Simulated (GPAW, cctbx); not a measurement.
# (LiCl)1(MgS)1: deformation density and structure factors from DFT

Aim: compute the bonding part of the density of (LiCl)1(MgS)1, find which reflections carry it, and see how it biases an ordinary refinement.

The cell is a (LiCl)1(MgS)1 superlattice along [001] of the rock-salt type, started at the mean lattice constant and relaxed freely, with no substrate. All numbers below are calculated.

**1. Relax the structure**

The density hangs on the geometry, so cell and atoms are relaxed first, with the symmetry held. The cutoff is set higher than for the density because stress converges slowly with plane waves.

Settings: GPAW 26.7.0, PBE, 670 eV, 6×6×5 k-points (along the axes of the calculation cell), Fermi–Dirac width 0.05 eV, BFGS to 0.03 eV/Å.

```text
cell
1.0
     3.669884194    0.000000000    0.000000000
     0.000000000    3.669884194    0.000000000
     0.000000000    0.000000000    5.190000000
Li Cl Mg S
1 1 1 1
Direct
0.000000000 0.000000000 0.000000000
0.500000000 0.500000000 0.000000000
0.500000000 0.500000000 0.500000000
0.000000000 0.000000000 0.500000000
```

```console
$ OMP_NUM_THREADS=1 mpirun -n 4 gpaw python run.py > gpaw.log
```

```text
BFGS:    0      -15.728804        0.139751
BFGS:    1      -15.729201        0.136386
BFGS:    2      -15.736354        0.018000
cell  3.6355 3.6355 5.2946  90.00 90.00 90.00
volume 69.978 A^3, largest force 0.000 eV/A, largest stress 0.16 GPa
```

After 2 steps the volume has changed by +0.1 % and the energy by -0.008 eV; the largest stress left is 0.16 GPa. It took 18 s on 4 cores of Arm Neoverse V2 (shared host), peak memory 0.84 GiB.

Relaxed structure: P4/mmm (no. 123), a = 3.6355 Å, b = 3.6355 Å, c = 5.2946 Å, α = 90.00°, β = 90.00°, γ = 90.00°.

| atom | mult. | x | y | z |
| --- | --- | --- | --- | --- |
| Cl1 | 1 | 1/2 | 1/2 | 0 |
| S1 | 1 | 0 | 0 | 1/2 |
| Mg1 | 1 | 1/2 | 1/2 | 1/2 |
| Li1 | 1 | 0 | 0 | 0 |

**2. Density and charge transfer**

X-rays see the whole electron density, so the PAW density is rebuilt with its core regions. Subtracting spherical free atoms from the same code cancels the cores and leaves the deformation density Δρ, the part due to bonding.

Settings: PBE, 550 eV, 7×7×5 k-points (along the axes of the calculation cell), Fermi–Dirac width 0.05 eV; primitive cell of 4 atoms.

```console
$ OMP_NUM_THREADS=1 mpirun -n 4 gpaw python run.py > gpaw.log
```

```text
|iter:   1|       0s |  -16.172594 | +0.03 |       |
|iter:   2|       1s |  -16.079520 | -2.05 | -1.17 |
|iter:   3|       1s |  -15.714621 | -1.20 | -1.20 |
...
|iter:   6|       2s |  -15.725942c| -5.04 | -3.01 |
|iter:   7|       3s |  -15.725955c| -5.93 | -3.48 |
|iter:   8|       3s |  -15.725956c| -7.42c| -4.07c|
```

```text
grid (40, 40, 60)  electrons 48.000  moved by bonding 0.686 e
deformation density beyond 0.5 A of the nuclei: max 0.077, min -0.061 e/A^3
atom        x       y       z   Voronoi charge  moment
Cl1    0.5000  0.5000  0.0000     -0.124       0.00
S 2    0.0000  0.0000  0.5000     -0.400       0.00
Mg3    0.5000  0.5000  0.5000      0.418       0.00
Li4    0.0000  0.0000  0.0000      0.106       0.00
mean inner potential of superposed free atoms 12.609 V
total magnetic moment 0.000 muB
```

Deformation density in a plane through the shortest contact of the Cl atom at the origin, in 0.01 e/Å³ (clipped at ±99); x from -1.6 to 4.2 Å, y from 2.4 down to -2.4 Å:

```text
  4   1   0   0   .   .  -1   1   3   4   .   .   0   5   2   0
  2   0  -1  -1   0  -1  -1   0   2   3   3   2   3   3   1  -1
  0  -1  -1  -1   0   0  -1  -1   0   1   3   4   3   1  -1  -1
 -1  -1   0   2   3   2   0  -1  -1   0   1   1   0  -1  -1  -1
 -1   0   2   4   5   4   2   0  -1  -1  -1   0  -1  -1  -1   1
  0   2   4   2   .   1   4   2   0  -1   0   .  -1  -1   1   3
  0   3   5   .   .   .   4   4   1   0   .   .   .   0   2   4
  0   2   4   2   .   1   4   2   0  -1   0   .  -1  -1   1   3
 -1   0   2   4   5   4   2   0  -1  -1  -1   0  -1  -1  -1   1
 -1  -1   0   2   3   2   0  -1  -1   0   1   1   0  -1  -1  -1
  0  -1  -1  -1   0   0  -1  -1   0   1   3   4   3   1  -1  -1
  2   0  -1  -1   0  -1  -1   0   2   3   3   2   3   3   1  -1
  4   1   0   0   .   .  -1   1   3   4   .   .   0   5   2   0
```

Atoms in or within 0.15 Å of the plane: Cl (0.0, 0.0), Li (2.6, 0.0) Å. Dots mark points within about 0.45 Å of a nucleus; large values next to them are atomic features.

S gains most (-0.40 e) and Mg loses most (+0.42 e), which isn't the order of electronegativity: valence and coordination count too, and Voronoi cells cut space at the midplane whatever the atoms' sizes. Such charges fall far short of formal ones, since overlapping free atoms already put density on their neighbours. Along the shortest contact from the Cl atom at the map's origin, Cl–Li at 2.57 Å, Δρ is +0.02 e/Å³ at the midpoint and highest, +0.05, 0.83 Å from Cl (points within 0.5 Å of a nucleus left out): little piles up between the atoms, as in an ionic contact (the run has a band gap). At the midpoints of other shortest contacts it is +0.05 (S–Mg, 2.57 Å), 0.00 (Cl–Mg, 2.65 Å) and +0.04 (S–Li, 2.65 Å) e/Å³. Point values carry grid noise of about 0.01 e/Å³. The run needed 8 iterations, 6.7 s.

**3. From the density to structure factors**

The Fourier components of Δρ, added to those of the free atoms, give the static X-ray structure factors; the Mott–Bethe relation turns them into the Fourier components V of the potential that fast electrons feel.

```text
static structure factors of the conventional cell: F in electrons, V (Mott-Bethe) in volts
   h  k  l      d  |F| table  |F| free   |F| DFT   change   |V| free  |V| DFT  change %
   0  0  1  5.2946     7.272     7.317     7.308   -0.009     1.255    1.271      1.3
   1  0  0  3.6355     8.793     8.816     8.500   -0.317     1.025    1.299     26.8
   1  0  1  2.9970    14.033    14.054    14.443    0.389     2.321    2.093     -9.8
   0  0  2  2.6473    34.411    34.435    34.668    0.232     6.227    6.120     -1.7
   1  1  0  2.5707    33.986    34.009    34.164    0.155     6.056    5.989     -1.1
   1  1  1  2.3125     5.986     5.978     5.913   -0.065     0.708    0.731      3.2
   1  0  2  2.1400     7.390     7.376     7.439    0.062     0.787    0.768     -2.4
   1  1  2  1.8442    29.059    29.065    28.967   -0.097     4.218    4.240      0.5
   2  0  0  1.8177    28.845    28.850    28.715   -0.135     4.145    4.174      0.7
   0  0  3  1.7649     5.513     5.489     5.547    0.057     0.512    0.500     -2.3
   2  0  1  1.7192     5.460     5.436     5.385   -0.051     0.496    0.506      2.0
   2  1  0  1.6258     6.370     6.358     6.430    0.072     0.630    0.618     -2.0
   1  0  3  1.5877     9.400     9.467     9.330   -0.137     1.409    1.431      1.6
   2  1  1  1.5542     9.297     9.362     9.225   -0.137     1.367    1.388      1.6
```

The largest X-ray change is +0.39 e on 101, 2.8 % of |F|. For electrons V goes as (Z − F)/g², so a change of F counts against Z − F, which is small at low angle and wherever the atoms' terms cancel: |V| of 100 moves by +26.8 % (1.02 to 1.30 V) against -3.6 % in |F|. The last three rows still change by up to 0.14 e; the table stops while the angles are still low. The tabulated Hartree–Fock atoms differ from the free DFT atoms by up to 0.07 e, so the choice of reference atom matters too.

**4. The functional ladder**

The same geometry is run with other functionals, to see whether the bonding signal is larger than the spread between approximations. Free atoms are LDA for LDA and PBE otherwise. Any other changed setting is in the row's label.

| run | ΔF 101 (e) | ΔF 100 (e) | ΔF 002 (e) | q(S) (e) | moved (e) | time |
| --- | --- | --- | --- | --- | --- | --- |
| PBE | +0.389 | -0.317 | +0.232 | -0.400 | 0.686 | 6.7 s |
| LDA | +0.358 | -0.320 | +0.204 | -0.377 | 0.639 | 6.6 s |
| revPBE | +0.408 | -0.318 | +0.243 | -0.419 | 0.731 | 7 s |

At the base's settings ΔF(101) spans +0.358 to +0.408 e, a spread of 13 % of the PBE value; over the three listed reflections the spread is at most 17 %, so sign and size hold across the functionals. Times are from shared hosts.

**5. Refining ordinary atoms against data with bonding**

Routine crystallography fits spherical atoms. To see the bias, intensities are simulated from tabulated atoms plus the DFT change ΔF, so that bonding alone can misfit (4582 reflections of the full sphere, merged to the counts below, to 0.4 Å, 1.5 % proportional noise plus counting noise, assumed isotropic U as listed, Δρ smeared by the mean U) and refined with cctbx over different ranges.

```csv
range,data,R1,GooF,U Cl1 (true 0.0062),U S1 (true 0.0063),U Mg1 (true 0.0068),U Li1 (true 0.0089),largest shift (Å),"Δρ max, min (e/Å³)"
all data,392,0.0057,1.14,0.0062,0.0063,0.0068,0.0090,0.0000,"0.12, -0.16"
"low resolution, d > 0.84",57,0.0056,2.00,0.0061,0.0062,0.0068,0.0094,0.0000,"0.07, -0.06"
"high order, d < 0.75",319,0.0058,0.93,0.0062,0.0063,0.0068,0.0089,0.0000,"0.10, -0.10"
"occupancies free, d > 0.7",90,0.0051,1.68,0.0061,0.0062,0.0069,0.0095,0.0000,"0.08, -0.07"
```

With all data GooF is 1.14, diluted by the many high-angle data; the misfit shows at low resolution; the top residual peak, near noise level, lies 0.87 Å from S and 1.70 Å from Mg. No U is off by more than 3 s.u. at low resolution. Symmetry fixes every coordinate, so the shifts are zero by construction. With Cl1 held at 1 and the scale free, the other occupancies refine to S1 1.000(0.002), Mg1 1.000(0.003) and Li1 1.001(0.015), within three s.u. of full.

**6. Answer**

Bonding moves 0.69 e in the primitive cell of (LiCl)1(MgS)1 and changes the structure factors of the conventional cell in the table above by at most 0.39 e (101, 2.8 %), and among reflections above 2 % of the strongest by up to 3.6 % (100). The shortest bond, Cl–Li, has Δρ = +0.02 e/Å³ at its midpoint, which with the charge transfer marks a mainly ionic contact. At the base's settings ΔF(101) spans +0.358 to +0.408 e, a spread of 13 % of the PBE value; over the three listed reflections the spread is at most 17 %, so sign and size hold across the functionals. With all data GooF is 1.14, diluted by the many high-angle data. Limits: static density, frozen cores, no spin–orbit coupling.

[Outputs are excerpts: Python notices, other lines and further rows are left out; steps that failed or that the build refused (PBEsol, TPSS) are not shown.]

[Logs are printed without paths, hosts, clocks, repeated set-up lines and the standing remarks that a program may print on its own settings, such as how far it seeks lower states.]
